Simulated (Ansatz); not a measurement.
## Sn wire along [111], 38 atoms a period, H-terminated: bands by functional and under strain

Aim: is the Sn wire along [111], 38 atoms a period, H-terminated a metal or a semiconductor?

Program: Ansatz 0.2.0. Level of theory: DFT PBE, plane waves, PAW; relaxation of a wire's period; PAW set soft_1, in the first sound run; inputs show where later runs differ. Results are calculated unless marked as measured.

### 1. Set-up

The cell holds 68 atoms: 38 Sn and 30 H. Cell: a = 19.062 Å, b = 20.959 Å, c = 11.518 Å, α = 90.0°, β = 90.0°, γ = 90.0°. Vacuum lies along a and b. The structure's axis is c.

### 2. Relaxing the period

Band widths follow the bond lengths, so the wire is relaxed first. The atoms and the third cell vector are free; the box across stays fixed as vacuum. A Fermi-Dirac smearing is set since the result may be a metal. The pressure printed is a third of the stress's trace over the whole box, vacuum included; only the stress along the axis is relaxed.

input.yaml

```yaml
crystal:
  lattice:
    - [19.062, 0.0, 0.0]
    - [0.0, 20.959, 0.0]
    - [0.0, 0.0, 11.5181378703]
  atoms:
    - { symbol: Sn, position: [0.253324363, 0.500005634, 0.0] }
    - { symbol: Sn, position: [0.376665568, 0.694302914, 0.0] }
    - { symbol: Sn, position: [0.500006773, 0.500005634, 0.0] }
    - { symbol: Sn, position: [0.623347978, 0.694302914, 0.0] }
    - { symbol: Sn, position: [0.253324363, 0.500005634, 0.25] }
    - { symbol: Sn, position: [0.376665568, 0.305708354, 0.25] }
    - { symbol: Sn, position: [0.376665568, 0.694302914, 0.25] }
    - { symbol: Sn, position: [0.500006773, 0.500005634, 0.25] }
    - { symbol: Sn, position: [0.623347978, 0.305708354, 0.25] }
    - { symbol: Sn, position: [0.623347978, 0.694302914, 0.25] }
    - { symbol: Sn, position: [0.746689183, 0.500005634, 0.25] }
    - { symbol: H, position: [0.178365334, 0.668897711, 0.282688573] }
    - { symbol: H, position: [0.500006773, 0.16222148, 0.282688573] }
    - { symbol: H, position: [0.821648212, 0.668897711, 0.282688573] }
    - { symbol: H, position: [0.178365334, 0.460645077, 0.30064476] }
    - { symbol: H, position: [0.301706539, 0.266347797, 0.30064476] }
    - { symbol: H, position: [0.376665568, 0.773024028, 0.30064476] }
    - { symbol: H, position: [0.623347978, 0.773024028, 0.30064476] }
    - { symbol: H, position: [0.698307007, 0.266347797, 0.30064476] }
    - { symbol: H, position: [0.821648212, 0.460645077, 0.30064476] }
    - { symbol: Sn, position: [0.253324363, 0.629537154, 0.333333333] }
    - { symbol: Sn, position: [0.376665568, 0.435239874, 0.333333333] }
    - { symbol: Sn, position: [0.500006773, 0.629537154, 0.333333333] }
    - { symbol: Sn, position: [0.500006773, 0.240942594, 0.333333333] }
    - { symbol: Sn, position: [0.623347978, 0.435239874, 0.333333333] }
    - { symbol: Sn, position: [0.746689183, 0.629537154, 0.333333333] }
    - { symbol: Sn, position: [0.253324363, 0.629537154, 0.583333333] }
    - { symbol: Sn, position: [0.376665568, 0.435239874, 0.583333333] }
    - { symbol: Sn, position: [0.500006773, 0.629537154, 0.583333333] }
    - { symbol: Sn, position: [0.500006773, 0.240942594, 0.583333333] }
    - { symbol: Sn, position: [0.623347978, 0.435239874, 0.583333333] }
    - { symbol: Sn, position: [0.746689183, 0.629537154, 0.583333333] }
    - { symbol: H, position: [0.178365334, 0.409834671, 0.616021906] }
    - { symbol: H, position: [0.253324363, 0.291753, 0.616021906] }
    - { symbol: H, position: [0.425047744, 0.798429231, 0.616021906] }
    - { symbol: H, position: [0.574965803, 0.798429231, 0.616021906] }
    - { symbol: H, position: [0.746689183, 0.291753, 0.616021906] }
    - { symbol: H, position: [0.821648212, 0.409834671, 0.616021906] }
    - { symbol: H, position: [0.178365334, 0.590176597, 0.633978094] }
    - { symbol: H, position: [0.253324363, 0.708258268, 0.633978094] }
    - { symbol: H, position: [0.425047744, 0.201582037, 0.633978094] }
    - { symbol: H, position: [0.574965803, 0.201582037, 0.633978094] }
    - { symbol: H, position: [0.746689183, 0.708258268, 0.633978094] }
    - { symbol: H, position: [0.821648212, 0.590176597, 0.633978094] }
    - { symbol: Sn, position: [0.253324363, 0.370474114, 0.666666667] }
    - { symbol: Sn, position: [0.376665568, 0.564771394, 0.666666667] }
    - { symbol: Sn, position: [0.500006773, 0.370474114, 0.666666667] }
    - { symbol: Sn, position: [0.500006773, 0.759068675, 0.666666667] }
    - { symbol: Sn, position: [0.623347978, 0.564771394, 0.666666667] }
    - { symbol: Sn, position: [0.746689183, 0.370474114, 0.666666667] }
    - { symbol: Sn, position: [0.253324363, 0.370474114, 0.916666667] }
    - { symbol: Sn, position: [0.376665568, 0.564771394, 0.916666667] }
    - { symbol: Sn, position: [0.500006773, 0.370474114, 0.916666667] }
    - { symbol: Sn, position: [0.500006773, 0.759068675, 0.916666667] }
    - { symbol: Sn, position: [0.623347978, 0.564771394, 0.916666667] }
    - { symbol: Sn, position: [0.746689183, 0.370474114, 0.916666667] }
    - { symbol: H, position: [0.178365334, 0.539366191, 0.94935524] }
    - { symbol: H, position: [0.301706539, 0.733663471, 0.94935524] }
    - { symbol: H, position: [0.376665568, 0.22698724, 0.94935524] }
    - { symbol: H, position: [0.623347978, 0.22698724, 0.94935524] }
    - { symbol: H, position: [0.698307007, 0.733663471, 0.94935524] }
    - { symbol: H, position: [0.821648212, 0.539366191, 0.94935524] }
    - { symbol: H, position: [0.178365334, 0.331113557, 0.967311427] }
    - { symbol: H, position: [0.500006773, 0.837789788, 0.967311427] }
    - { symbol: H, position: [0.821648212, 0.331113557, 0.967311427] }
    - { symbol: Sn, position: [0.376665568, 0.305708354, 0.0] }
    - { symbol: Sn, position: [0.623347978, 0.305708354, 0.0] }
    - { symbol: Sn, position: [0.746689183, 0.500005634, 0.0] }
kpoints:
  mp_grid: { grid: [1, 1, 7] }
scf:
  occupations: { method: fermi_dirac, width: 0.05 }
hamiltonian:
  xc: pbe
  pseudopotentials: { kind: paw, azcp: { folder: soft_1 } }
relax:
  cell: { fix: [a, b, alpha, beta, gamma] }
  max_steps: 45
  f_tol: 0.03
```

The run is started by

```sh
> ansatz run input.yaml --threads 16 --pin off --max-ram 61440MiB --backend cuda --events-out ev --progress --plain --runs-dir out --max-vram 78GiB
```

Numbers of over 12 decimals in the logs are rounded to 6 here.

What it wrote:

```text
Engine: ansatz 0.2.0, aarch64-unknown-linux-gnu
Pseudopotentials: kind: paw
Pseudopotential: Sn, paw, valence charge 14, recommended cutoff 420 eV (normal), soft_1/Sn.paw.azcp
Pseudopotential: H, paw, valence charge 1, recommended cutoff 420 eV (normal), soft_1/H.paw.azcp
Functional definition: PBE
  parameter kappa = 0.804
  parameter beta = 0.066725
  exchange = pbe_x(kappa = kappa, mu = beta*pi^2/3)
  correlation = pbe_c(beta = beta)
[...]
Crystal: 68 atoms, lattice volume = 4601.732 Å³
Basis set: ecut = 420 eV, 89847 PW (Γ), exchange–correlation on 256×288×160 points (8 copies of the dense FFT grid, shifted against one another)
Bands: 349, of which v1, the nominal top of the filled ones, is band 281 counted from 1 (280 counted from 0)
Symmetry: 4 space group operations
Space group: P2/m (ITA 10), of the structure as read, at distance tolerance 1.7e-4 Å
k-points: 4 of 7
Non-local potential: Sn, projectors of the file, l = 0: 2, l = 1: 2, l = 2: 2, l = 3: 1
Non-local potential: H, projectors of the file, l = 0: 2, l = 1: 1
PAW form: soft (Blöchl's): semilocal exchange-correlation on the pseudo side does not see the compensation charge
PAW one-centre angular grid: Sn, 590 points (default); XC on 64 Gauss nodes
PAW one-centre angular grid: H, 110 points (default); XC on 64 Gauss nodes
Initial density: superposition of atomic densities (neutral atoms: chi_scale 0, normalization atom)
Initial wavefunctions: pseudopotential atomic-orbital guess
[...]
Functional: x = pbe(κ = 0.804, μ = 0.219515), c = pbe(β = 0.066725)
SCF iter   1: F=—  HF=-229394.375334 eV  |F-HF|=—  |Δ(HF+E_count)|=         —  Δρ=2.53e-2  dr2=3.12e1  ethr=3.10e-3  ⟨swp⟩=6.8  Hψ=6172  notcnv=0  defer=78
preconditioner: auto → Resta (q_TF=auto, 1.922 Å⁻¹)  ε∞=1.9  [insulator: Δε(μ)=0.805 eV  Ē_g=7.691 eV  σ=0.050 eV  W_gap=1.00  n_scr=564 (ndim 8)  ℏωp=7.4 eV  f_vac=0.574  D(μ)=0.00/eV (n_scr^D=0)  ε∞_Penn≈1.9  vacuum switching on, ρ_ref=4.3e-3 e/Å³]
SCF iter   2: F=—  HF=-229387.205158 eV  |F-HF|=—  |Δ(HF+E_count)|=    7.17e0  Δρ=9.65e-3  dr2=6.84e0  ethr=3.10e-3  ⟨swp⟩=3.0  Hψ=1986  notcnv=0  defer=219
[...]
SCF iter  11: F=-229385.793873 eV  HF=-229385.793873 eV  |F-HF|=4.89e-9  |Δ(HF+E_count)|=   1.03e-6  Δρ=7.48e-7  dr2=7.30e-8  ethr=1.78e-11  ⟨swp⟩=5.0  Hψ=4383  notcnv=0
SCF 1 converged in 11 iterations: F = -229385.793873 eV  dr2 = 7.30e-8
  greatest PAW one-centre occupation: 0.991 electrons in one spin orbital (limit 2), on the Sn atom at site 44 (counted from 0), in its partial waves of l = 2
relax step   1: F+E_penalty+E_count = -229385.79387309 eV  Δ(F+E_penalty+E_count) = +0.000e0 eV  max|allowed force component| = 1.989e-1 eV/Å  Δτ_max = 0.0000 Å  P = -0.363 GPa  Ω = 4601.732 Å³  fix = [a, b, alpha, beta, gamma]  reactions: a -0.409, b -0.410 GPa; alpha -0.000 GPa/rad  (11 SCF iters, dr2 threshold 1.00e-7 eV, accepted)
[...]
Crystal: 68 atoms, lattice volume = 4566.738 Å³
Basis set: ecut = 420 eV, 89159 PW (Γ), exchange–correlation on 256×288×160 points (8 copies of the dense FFT grid, shifted against one another)
[...]
iter 1 solved again at ethr=2.85e-4 eV; its pass at ethr=3.10e-3 eV (dr2=1.60e0 eV) is discarded
SCF iter   1: F=—  HF=-229385.091561 eV  |F-HF|=—  |Δ(HF+E_count)|=         —  Δρ=6.76e-3  dr2=1.60e0  ethr=2.85e-4  ⟨swp⟩=7.5  Hψ=7255  notcnv=0  defer=2
preconditioner: auto → Resta (q_TF=auto, 1.924 Å⁻¹)  ε∞=1.5  [insulator: Δε(μ)=1.335 eV  Ē_g=19.032 eV  σ=0.050 eV  W_gap=1.00  n_scr=564 (ndim 8)  ℏωp=13.0 eV  f_vac=0.629  D(μ)=0.00/eV (n_scr^D=0)  ε∞_Penn≈1.5  vacuum switching on, ρ_ref=2.6e-2 e/Å³]
SCF iter   2: F=—  HF=-229384.903357 eV  |F-HF|=—  |Δ(HF+E_count)|=   1.88e-1  Δρ=3.16e-3  dr2=4.81e-1  ethr=2.84e-4  ⟨swp⟩=6.8  Hψ=2308  notcnv=0  defer=52
[...]
SCF iter   8: F=-229384.852574 eV  HF=-229384.852574 eV  |F-HF|=4.22e-7  |Δ(HF+E_count)|=   8.28e-6  Δρ=6.52e-6  dr2=1.78e-6  ethr=4.40e-10  ⟨swp⟩=4.0  Hψ=5419  notcnv=0
SCF 2 converged in 8 iterations: F = -229384.852574 eV  dr2 = 1.78e-6
  greatest PAW one-centre occupation: 0.990 electrons in one spin orbital (limit 2), on the Sn atom at site 51 (counted from 0), in its partial waves of l = 2
relax step   2: F+E_penalty+E_count = -229384.85257402 eV  Δ(F+E_penalty+E_count) = +9.413e-1 eV  max|allowed force component| = 1.064e0 eV/Å  Δτ_max = 0.1945 Å  P = +0.504 GPa  Ω = 4566.738 Å³  energy of the carried Pulay correction = +2.597e-3 eV  fix = [a, b, alpha, beta, gamma]  (8 SCF iters, dr2 threshold 2.47e-6 eV, rejected (line search))
[...]
relax step   3: F+E_penalty+E_count = -229386.00945931 eV  Δ(F+E_penalty+E_count) = -2.156e-1 eV  max|allowed force component| = 7.128e-2 eV/Å  Δτ_max = 0.0666 Å  P = -0.073 GPa  Ω = 4598.734 Å³  energy of the carried Pulay correction = +2.217e-4 eV  fix = [a, b, alpha, beta, gamma]  reactions: a -0.083, b -0.085 GPa; alpha +0.000 GPa/rad  (13 SCF iters, accepted)
[...]
relax step   4: F+E_penalty+E_count = -229386.01698015 eV  Δ(F+E_penalty+E_count) = -7.521e-3 eV  max|allowed force component| = 2.310e-2 eV/Å  Δτ_max = 0.0345 Å  P = -0.032 GPa  Ω = 4606.889 Å³  energy of the carried Pulay correction = -3.811e-4 eV  fix = [a, b, alpha, beta, gamma]  reactions: a -0.037, b -0.038 GPa; alpha +0.000 GPa/rad  (7 SCF iters, dr2 threshold 3.18e-7 eV, accepted)
[...]
relax step   5: F+E_penalty+E_count = -229386.01732418 eV  Δ(F+E_penalty+E_count) = -3.440e-4 eV  max|allowed force component| = 2.310e-2 eV/Å  Δτ_max = 0.0000 Å  P = -0.032 GPa  Ω = 4606.889 Å³  fix = [a, b, alpha, beta, gamma]  reactions: a -0.037, b -0.038 GPa; alpha +0.000 GPa/rad  stress off target by 2.19e-2 GPa on what of the cell is left free  SCF on the basis re-selected at this cell (its energy is not comparable with the rows above)  (6 SCF iters)
[...]
- { symbol: Sn, position: [0.743319, 0.501213, 0.248341] }
    - { symbol: H, position: [0.181323, 0.667325, 0.283715] }
    - { symbol: H, position: [0.500000, 0.165321, 0.283709] }
    - { symbol: H, position: [0.818677, 0.667325, 0.283715] }
    - { symbol: H, position: [0.181822, 0.462049, 0.297622] }
    - { symbol: H, position: [0.304763, 0.268366, 0.297643] }
    - { symbol: H, position: [0.377061, 0.769593, 0.297648] }
    - { symbol: H, position: [0.622939, 0.769593, 0.297648] }
    - { symbol: H, position: [0.695237, 0.268366, 0.297643] }
    - { symbol: H, position: [0.818178, 0.462049, 0.297622] }
    - { symbol: Sn, position: [0.255947, 0.628156, 0.334407] }
    - { symbol: Sn, position: [0.377368, 0.435600, 0.333633] }
    - { symbol: Sn, position: [0.500000, 0.628790, 0.333627] }
    - { symbol: Sn, position: [0.500000, 0.243678, 0.334412] }
    - { symbol: Sn, position: [0.622632, 0.435600, 0.333633] }
    - { symbol: Sn, position: [0.744053, 0.628156, 0.334407] }
    - { symbol: Sn, position: [0.256159, 0.628045, 0.580585] }
    - { symbol: Sn, position: [0.377580, 0.435717, 0.582967] }
    - { symbol: Sn, position: [0.500000, 0.628566, 0.582964] }
    - { symbol: Sn, position: [0.500000, 0.243913, 0.580594] }
    - { symbol: Sn, position: [0.622420, 0.435717, 0.582967] }
    - { symbol: Sn, position: [0.743841, 0.628045, 0.580585] }
    - { symbol: H, position: [0.180815, 0.409067, 0.618977] }
    - { symbol: H, position: [0.253834, 0.294057, 0.618962] }
    - { symbol: H, position: [0.426990, 0.796867, 0.618938] }
    - { symbol: H, position: [0.573010, 0.796867, 0.618938] }
    - { symbol: H, position: [0.746166, 0.294057, 0.618962] }
    - { symbol: H, position: [0.819185, 0.409067, 0.618977] }
    - { symbol: H, position: [0.180815, 0.590933, 0.631023] }
    - { symbol: H, position: [0.253834, 0.705943, 0.631038] }
    - { symbol: H, position: [0.426990, 0.203133, 0.631062] }
    - { symbol: H, position: [0.573010, 0.203133, 0.631062] }
    - { symbol: H, position: [0.746166, 0.705943, 0.631038] }
    - { symbol: H, position: [0.819185, 0.590933, 0.631023] }
    - { symbol: Sn, position: [0.256159, 0.371955, 0.669415] }
    - { symbol: Sn, position: [0.377580, 0.564283, 0.667033] }
    - { symbol: Sn, position: [0.500000, 0.371434, 0.667036] }
    - { symbol: Sn, position: [0.500000, 0.756087, 0.669406] }
    - { symbol: Sn, position: [0.622420, 0.564283, 0.667033] }
    - { symbol: Sn, position: [0.743841, 0.371955, 0.669415] }
    - { symbol: Sn, position: [0.255947, 0.371844, 0.915593] }
    - { symbol: Sn, position: [0.377368, 0.564400, 0.916367] }
    - { symbol: Sn, position: [0.500000, 0.371210, 0.916373] }
    - { symbol: Sn, position: [0.500000, 0.756322, 0.915588] }
    - { symbol: Sn, position: [0.622632, 0.564400, 0.916367] }
    - { symbol: Sn, position: [0.744053, 0.371844, 0.915593] }
    - { symbol: H, position: [0.181822, 0.537951, 0.952378] }
    - { symbol: H, position: [0.304763, 0.731634, 0.952357] }
    - { symbol: H, position: [0.377061, 0.230407, 0.952352] }
    - { symbol: H, position: [0.622939, 0.230407, 0.952352] }
    - { symbol: H, position: [0.695237, 0.731634, 0.952357] }
    - { symbol: H, position: [0.818178, 0.537951, 0.952378] }
    - { symbol: H, position: [0.181323, 0.332675, 0.966285] }
    - { symbol: H, position: [0.500000, 0.834679, 0.966291] }
    - { symbol: H, position: [0.818677, 0.332675, 0.966285] }
    - { symbol: Sn, position: [0.377184, 0.308946, 0.00166397] }
    - { symbol: Sn, position: [0.622816, 0.308946, 0.00166397] }
    - { symbol: Sn, position: [0.743319, 0.498787, 0.00165941] }
```

Elapsed: 13 s, on 1 × NVIDIA GB200 with 16 threads of Arm Neoverse V2, shared host; peak memory 2.1 GiB.

Step by step:

| step | energy less that of the first step (eV) | largest force component (eV/Å) | pressure (GPa) | volume (Å³) |
| --- | --- | --- | --- | --- |
| 1 | 0.0000 | 0.1989 | -0.36 | 4601.73 |
| 2 | 0.9413 | 1.0637 | 0.50 | 4566.74 |
| 3 | -0.2156 | 0.0713 | -0.07 | 4598.73 |
| 4 | -0.2231 | 0.0231 | -0.03 | 4606.89 |
| 5 | -0.2235 | 0.0231 | -0.03 | 4606.89 |

Relaxation step 2 was tried and not accepted.

The run keeps the 4 symmetry operations that it works with, so distortions that break them were not tested.

| cell as run | before | after | change |
| --- | --- | --- | --- |
| c (Å) | 11.518 | 11.531 | +0.1 % |

The atoms that moved most (Å, along periodic axes as changes of fractional coordinates times the final cell, across vacuum about the mean position):

| atom | dx | dy | dz | length |
| --- | --- | --- | --- | --- |
| H15 | 0.066 | 0.030 | -0.035 | 0.080 |
| H57 | 0.066 | -0.030 | 0.035 | 0.080 |
| H20 | -0.066 | 0.030 | -0.035 | 0.080 |
| H62 | -0.066 | -0.030 | 0.035 | 0.080 |
| H59 | 0.008 | 0.072 | 0.035 | 0.080 |
| H60 | -0.008 | 0.072 | 0.035 | 0.080 |
| H17 | 0.008 | -0.072 | -0.035 | 0.080 |
| H18 | -0.008 | -0.072 | -0.035 | 0.080 |

Numbers from this step:

```
cell length along the wire : 11.53 Å
```

The cell's length comes to 11.531 Å with spin left out.

[end of part 1 of 3]

[Logs are printed without paths, hosts, clocks, repeated set-up lines and the standing remarks that a program may print on its own settings, such as how far it seeks lower states.]

[Hosts, paths, dates, database ids (printed as entryN), source tags and the programs' standing remarks are cut or masked in the printed files.]
